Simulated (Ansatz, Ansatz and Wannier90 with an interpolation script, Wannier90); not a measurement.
# From a coarse GW mesh to bands everywhere: CsCdCl3 (Pm-3m), part 3 of 3

Wanted: quasiparticle gap and band widths of CsCdCl3 (Pm-3m) over the whole zone.

Ansatz 0.2.0; LDA, Wannier functions and G0W0, plane waves, PAW. Known limits of the many-body steps: not at the basis limit; d shell near the gap, gap tends to lie low; no spin-orbit coupling.

So far. Step 4 (Wannier functions by Wannier90 (Cd:5s Cl:3p) on 8×8×8): Near the gap the model misses directly solved bands by 0.4 meV r.m.s. and by 4 meV at most in the window tested. This tests the starting bands, not the corrections carried with them. Step 5 (G0W0 at every point of the mesh: 4×4×4 mesh, 528 empty …): The gap on the mesh goes from 1.51 eV to 3.41 eV, a correction of +1.90 eV.

The database entry behind the starting cell is an old determination (1928), so it need not match the best structure at ambient conditions.

**6. Interpolating the corrections**

A script adds the corrections, carried to the Wannier functions and back, to the LDA levels, along the path and on a 9×9×9 mesh.

| Item | Value |
| --- | --- |
| G0W0 gap over the zone | 3.412 eV |
| valence top at | R |
| conduction bottom at | Γ |
| starting gap over the zone | 1.511 eV |
| least direct G0W0 gap | 4.265 eV |
| G0W0 gap on the mesh | 3.412 eV |
| valence width, start | 5.168 eV |
| valence width, G0W0 | 5.171 eV |
| gap by a rigid shift | 3.413 eV |

Levels solved directly plus the interpolated quasiparticle correction. Limits: finite bands, cutoff and mesh; d shell near the gap, gap tends to lie low; no spin-orbit coupling. Quasiparticle bands along the path, in eV, zero at the valence-band top of each set:

| point | band 22 | band 23 | band 24 | band 25 | band 26 |
| --- | --- | --- | --- | --- | --- |
| Γ | -1.29 | -0.85 | -0.85 | -0.85 | 3.41 |
| halfway | -1.32 | -1.32 | -0.97 | -0.97 | 4.61 |
| X | -1.27 | -1.27 | -1.16 | -1.16 | 6.20 |
| halfway | -1.38 | -1.30 | -0.88 | -0.65 | 6.71 |
| M | -1.43 | -1.43 | -0.62 | -0.01 | 8.02 |
| halfway | -1.39 | -1.13 | -1.10 | -0.64 | 5.36 |
| Γ | -1.29 | -0.85 | -0.85 | -0.85 | 3.41 |
| halfway | -1.58 | -0.97 | -0.70 | -0.70 | 5.86 |
| R | -0.60 | -0.60 | 0.00 | 0.00 | 7.63 |
| halfway | -0.98 | -0.84 | -0.81 | -0.61 | 7.02 |
| X | -1.27 | -1.27 | -1.16 | -1.16 | 6.20 |
| jump to R | -0.60 | -0.60 | 0.00 | 0.00 | 7.63 |
| halfway | -0.93 | -0.93 | -0.61 | 0.00 | 7.97 |
| M | -1.43 | -1.43 | -0.62 | -0.01 | 8.02 |

The same for LDA:

| point | band 22 | band 23 | band 24 | band 25 | band 26 |
| --- | --- | --- | --- | --- | --- |
| Γ | -0.92 | -0.59 | -0.59 | -0.59 | 1.51 |
| X | -0.91 | -0.91 | -0.86 | -0.86 | 4.25 |
| M | -1.07 | -1.07 | -0.29 | -0.01 | 6.04 |
| Γ | -0.92 | -0.59 | -0.59 | -0.59 | 1.51 |
| R | -0.27 | -0.27 | 0.00 | 0.00 | 5.65 |
| X | -0.91 | -0.91 | -0.86 | -0.86 | 4.25 |
| R | -0.27 | -0.27 | 0.00 | 0.00 | 5.65 |
| M | -1.07 | -1.07 | -0.29 | -0.01 | 6.04 |

Minima of the lowest conduction band, from levels solved directly at the displaced points, plus the interpolated correction; masses are left empty at degenerate points, on flat bands and where the interpolated correction rules the curvature; G0W0 masses are rough. Conduction valleys, by row:

| point | k (reciprocal lattice) | valleys in the zone | G0W0 level above the valence top (eV) | LDA level above the valence top (eV) | G0W0 principal masses (m_e) | LDA principal masses (m_e) |
| --- | --- | --- | --- | --- | --- | --- |
| Γ | 0.000 0.000 0.000 | 1 | 3.412 | 1.511 | 0.244 0.244 0.244 | 0.229 0.229 0.229 |

Second differences of levels solved directly at the displaced points, plus the interpolated correction, at the quasiparticle band edges; no spin-orbit coupling; left empty where the band is flat or the interpolated correction rules the curvature. Effective masses, by row:

| carrier | point | Cartesian direction | band | LDA mass (m_e) | G0W0 mass (m_e) |
| --- | --- | --- | --- | --- | --- |
| hole | R | 100 | 24 | 0.277 | 0.278 |
| hole | R | 010 | 24 | 0.277 | 0.278 |
| hole | R | 001 | 24 | 0.277 | 0.278 |
| hole | R | 110 | 25 | 1.092 | 1.1 |
| hole | R | 110 | 24 | 0.368 | 0.37 |
| hole | R | 111 | 25 | 0.551 | 0.554 |
| hole | R | 111 | 24 | 0.551 | 0.554 |
| electron | Γ | 100 | 26 | 0.229 | 0.243 |
| electron | Γ | 010 | 26 | 0.229 | 0.243 |
| electron | Γ | 001 | 26 | 0.229 | 0.243 |
| electron | Γ | 110 | 26 | 0.229 | 0.243 |
| electron | Γ | 111 | 26 | 0.229 | 0.243 |

Wannier model on a dense mesh, Gaussian width 0.15 eV. Limits: finite bands, cutoff and mesh; d shell near the gap, gap tends to lie low; no spin-orbit coupling. Density of states against energy, zero at the valence-band top of each set; read off at these points; values in states/eV/cell:

| energy (eV) | G0W0 | LDA |
| --- | --- | --- |
| -5.50 | 1.1e-4 | 9.9e-5 |
| -5.00 | 0.320 | 0.314 |
| -4.50 | 0.814 | 0.815 |
| -4.00 | 1.17 | 1.21 |
| -3.50 | 1.41 | 1.41 |
| -3.00 | 1.83 | 0.907 |
| -2.50 | 2.14 | 1.86 |
| -2.00 | 6.04 | 1.75 |
| -1.60 | 10.3 | 6.17 |
| -1.50 | 9.92 | 6.27 |
| -1.00 | 9.18 | 9.84 |
| -0.90 | 8.99 | 10.4 |
| -0.50 | 2.85 | 8.91 |
| 0.00 | 0.735 | 0.891 |
| 0.50 | 0 | 0 |
| 1.00 | 0 | 0 |
| 1.50 | 0 | 0.0117 |
| 2.00 | 0 | 0.136 |
| 2.50 | 0 | 0.146 |
| 3.00 | 0 | 0.118 |
| 3.50 | 0.0215 | 0.489 |

Corrections by starting level (eV, on the run's own energy scale, so only their differences matter):

| start | correction |
| --- | --- |
| -5.17 | −0.94 |
| -2.87 | −1.07 |
| -2.83 | −1.04 |
| -1.76 | −1.30 |
| -1.63 | −1.28 |
| -1.37 | −1.32 |
| -1.16 | −1.29 |
| -1.07 | −1.30 |
| -0.95 | −1.30 |
| -0.91 | −1.30 |
| -0.65 | −1.27 |
| -0.57 | −0.97 |
| -0.46 | −1.18 |
| -0.01 | −0.93 |
| 0.00 | −0.94 |
| 1.51 | +0.97 |
| 3.43 | +0.98 |
| 6.04 | +1.12 |

**7. LDA+SOC bands, for comparison**

Spin-orbit coupling can split or shift the edges; a non-collinear run measures by how much.

This step: DFT, LDA with spin-orbit coupling, plane waves, PAW.

input.yaml reads:

```yaml
crystal:
  lattice:
    - [5.2, 0.0, 0.0]
    - [0.0, 5.2, 0.0]
    - [0.0, 0.0, 5.2]
  atoms:
    - { symbol: Cs, position: [0.0, 0.0, 0.0] }
    - { symbol: Cd, position: [0.5, 0.5, 0.5] }
    - { symbol: Cl, position: [0.0, 0.5, 0.5] }
    - { symbol: Cl, position: [0.5, 0.0, 0.5] }
    - { symbol: Cl, position: [0.5, 0.5, 0.0] }
kpoints:
  mp_grid: { grid: [4, 4, 4] }
  band_path:
    path:
      - [[0.0, 0.0, 0.0], [0.0, 0.5, 0.0], [0.5, 0.5, 0.0], [0.0, 0.0, 0.0], [0.5, 0.5, 0.5], [0.0, 0.5, 0.0]]
      - [[0.5, 0.5, 0.5], [0.5, 0.5, 0.0]]
    npoints: 10
hamiltonian:
  xc: lda
scf:
  occupations: { method: fermi_dirac, width: 0.02 }
  n_extra_bands: 10
magnetization:
  noncollinear: true
  spin_orbit: true
output:
  eigenvalues: true
```

Launch:

```bash
> ansatz run input.yaml --threads 8 --pin off --max-ram 18432MiB --backend cpu --events-out ev --progress --plain --runs-dir out
```

Numbers of over 12 decimals in the logs are rounded to 6 here.

The log of the run:

```text
[...]
non-collinear run that drives no moment, with spin-orbit: no starting moment large enough to seed its density (crystal.atoms[].spin), no starting occupations that ask for one, no magnetisation constraint and no magnetic field, so the semilocal B_xc is pinned to zero
Crystal: 5 atoms, lattice volume = 140.608 Å³
Basis set: ecut = 420 eV, 2777 PW (Γ)
Bands: 60, of which v1, the nominal top of the filled ones, is band 50 counted from 1 (49 counted from 0)
Symmetry: 48 space group operations + 48 with time reversal
[...]
k-points: 10 of 64
Projection manifold: j_resolved (fully-relativistic pseudo-atomic orbitals)
[...]
SCF iter   1: F=—  HF=-16771.259713 eV  |F-HF|=—  |Δ(HF+E_count)|=         —  Δρ=5.22e-2  dr2=5.08e0  dr2_m=0.00e0 (ungated)  ethr=3.10e-3  |M|=0.00e0 ∫|m|=0.00e0 μB  |m|>n=0.0e0 m-floor=0.0e0 τ_xc=0.0e0  β_m=0.30  ⟨swp⟩=9.6  Hψ=1555  notcnv=0
[...]
spin=Noncollinear: Resta preconditioning applied to the charge; magnetization (m_x, m_y, m_z) channels mix plain (no charge-response kernel on spin).
SCF iter   2: F=—  HF=-16769.934192 eV  |F-HF|=—  |Δ(HF+E_count)|=    1.33e0  Δρ=2.72e-2  dr2=1.78e0  dr2_m=0.00e0 (ungated)  ethr=3.10e-3  |M|=0.00e0 ∫|m|=0.00e0 μB  |m|>n=0.0e0 m-floor=0.0e0 τ_xc=0.0e0  β_m=0.48  ⟨swp⟩=2.9  Hψ=569  notcnv=0  defer=30
[...]
SCF iter   8: F=-16769.152480 eV  HF=-16769.152480 eV  |F-HF|=8.03e-9  |Δ(HF+E_count)|=   1.43e-7  Δρ=4.91e-6  dr2=3.19e-8  dr2_m=0.00e0 (ungated)  ethr=2.00e-10  |M|=0.00e0 ∫|m|=0.00e0 μB  |m|>n=0.0e0 m-floor=0.0e0 τ_xc=0.0e0  ⟨swp⟩=13.2  Hψ=1231  notcnv=0
SCF 1 converged in 8 iterations: F = -16769.152480 eV  dr2 = 3.19e-8
[...]
SCF converged after 8 iterations
Magnetization: |M| = 0.0000 μB,  M = (+0.0000, +0.0000, +0.0000) μB
Absolute magnetization: 0.0000 μB (∫|m|)
  site 0: m = (+0.0000, +0.0000, +0.0000) μB, |m| = 0.0000 μB  (R = 1.52 Å)
  site 1: m = (+0.0000, +0.0000, +0.0000) μB, |m| = 0.0000 μB  (R = 1.07 Å)
  site 2: m = (+0.0000, +0.0000, +0.0000) μB, |m| = 0.0000 μB  (R = 1.07 Å)
  site 3: m = (+0.0000, +0.0000, +0.0000) μB, |m| = 0.0000 μB  (R = 1.07 Å)
  site 4: m = (+0.0000, +0.0000, +0.0000) μB, |m| = 0.0000 μB  (R = 1.07 Å)
Free energy (F): -16769.152480 eV
[...]
Internal energy: -16769.152480 eV  (E = F + TS)
E sigma→0 (E₀):  -16769.152480 eV
Fermi energy:    4.476903 eV
[...]
--- Band table (eV; the first three rows and the last of 10) ---
  k-point 0: bands = [... 46 lower, 3.1775, 3.1775, 3.1775, 3.1775, 5.2089, 5.2089, 9.2610, 9.2610, ... 6 higher]
  k-point 1: bands = [... 46 lower, 2.9636, 2.9636, 3.0747, 3.0747, 6.4047, 6.4047, 9.9292, 9.9292, ... 6 higher]
  k-point 2: bands = [... 46 lower, 2.8530, 2.8530, 2.8768, 2.8768, 7.9516, 7.9516, 10.6191, 10.6191, ... 6 higher]
  k-point 9: bands = [... 46 lower, 3.7038, 3.7038, 3.7038, 3.7038, 9.2024, 9.2024, 9.4043, 9.4043, ... 6 higher]
```

Elapsed: 16 s, on 8 threads of Arm Neoverse V1, shared host; peak memory 1.4 GiB; 2 min of CPU time.

This step gave:

* filled bands: 50
* gap: 1.505 eV
* valence top at: R
* conduction bottom at: Γ
* least direct gap: 2.031 eV

The gap stands −0.01 eV against LDA.

The electronic bands at the labelled points (eV, zero at the top of the highest nominally filled band):

| point | band 47 | band 48 | band 49 | band 50 | band 51 | band 52 | band 53 | band 54 |
| --- | --- | --- | --- | --- | --- | --- | --- | --- |
| Γ | -0.53 | -0.53 | -0.53 | -0.53 | 1.50 | 1.50 | 5.56 | 5.56 |
| halfway | -0.74 | -0.74 | -0.63 | -0.63 | 2.70 | 2.70 | 6.23 | 6.23 |
| X | -0.85 | -0.85 | -0.83 | -0.83 | 4.25 | 4.25 | 6.92 | 6.92 |
| halfway | -0.54 | -0.54 | -0.53 | -0.53 | 4.75 | 4.75 | 7.29 | 7.29 |
| M | -0.30 | -0.30 | -0.01 | -0.01 | 6.03 | 6.03 | 6.88 | 6.88 |
| halfway | -0.79 | -0.79 | -0.41 | -0.41 | 3.43 | 3.43 | 6.78 | 6.78 |
| Γ | -0.53 | -0.53 | -0.53 | -0.53 | 1.50 | 1.50 | 5.56 | 5.56 |
| halfway | -0.51 | -0.51 | -0.42 | -0.42 | 3.92 | 3.92 | 6.88 | 6.88 |
| R | 0.00 | 0.00 | 0.00 | 0.00 | 5.50 | 5.50 | 5.70 | 5.70 |
| halfway | -0.53 | -0.53 | -0.50 | -0.50 | 5.04 | 5.04 | 6.67 | 6.67 |
| X | -0.85 | -0.85 | -0.83 | -0.83 | 4.25 | 4.25 | 6.92 | 6.92 |
| jump to R | 0.00 | 0.00 | 0.00 | 0.00 | 5.50 | 5.50 | 5.70 | 5.70 |
| halfway | -0.29 | -0.29 | -0.01 | -0.01 | 5.95 | 5.95 | 6.19 | 6.19 |
| M | -0.30 | -0.30 | -0.01 | -0.01 | 6.03 | 6.03 | 6.88 | 6.88 |

**8. Outcome**

```yaml
lda_gap: 1.51 eV
g0w0_gap_over_the_zone: 3.41 eV, indirect
least_direct_g0w0_gap_in_the_model: 4.26 eV
with_the_spin_orbit_change: 3.41 eV
gw_settings: 4×4×4 mesh, 528 empty bands, screening to 140 eV
known_limits: not at the basis limit; d shell near the gap, gap tends to lie low; no spin-orbit coupling
```

**Reading.** The Wannier model follows the LDA bands to under 1 meV r.m.s. near the gap. The G0W0 gap over the zone is 3.41 eV, indirect, from R to Γ; on the mesh alone it is 3.41 eV, nearly the same. The valence width in the model goes from 5.17 eV to 5.17 eV. At the band edge the lightest electron mass is 0.23 m_e at the start and 0.24 m_e in G0W0; the G0W0 masses rest on corrections from the 4×4×4 mesh alone and are rough. LDA+SOC gives a gap of 1.51 eV on the same path, a spin-orbit change of −0.01 eV that would bring the G0W0 gap to 3.41 eV. Bands and cutoff are finite, so the gap is not at the basis limit. The miss can reach some tenths of an eV and take either sign; the mesh is an error of its own. Above the frozen window of the model the interpolated levels need not meet the computed ones, even at points of the mesh. This is the ideal cubic cell; many perovskites, halides above all, are cubic only on average, and local tilts or off-centring can widen the gap. A d shell, filled or nearly so, lies near the gap. One-shot GW converges very slowly in bands there, not always from below, and on a semilocal start the gap tends to come out low; starts rich in exact exchange can overshoot instead.

[Paths, hosts, dates, memory and timing lines, banners, echoed tables and standing remarks are left out of the program output.]

[Logs are printed without paths, hosts, clocks, repeated set-up lines and the standing remarks that a program may print on its own settings, such as how far it seeks lower states.]

[Runs of the session that timed out or met a known fault of the program may be left out.]

[Hosts, paths, dates, database ids (printed as entryN), source tags and the programs' standing remarks are cut or masked in the printed files.]
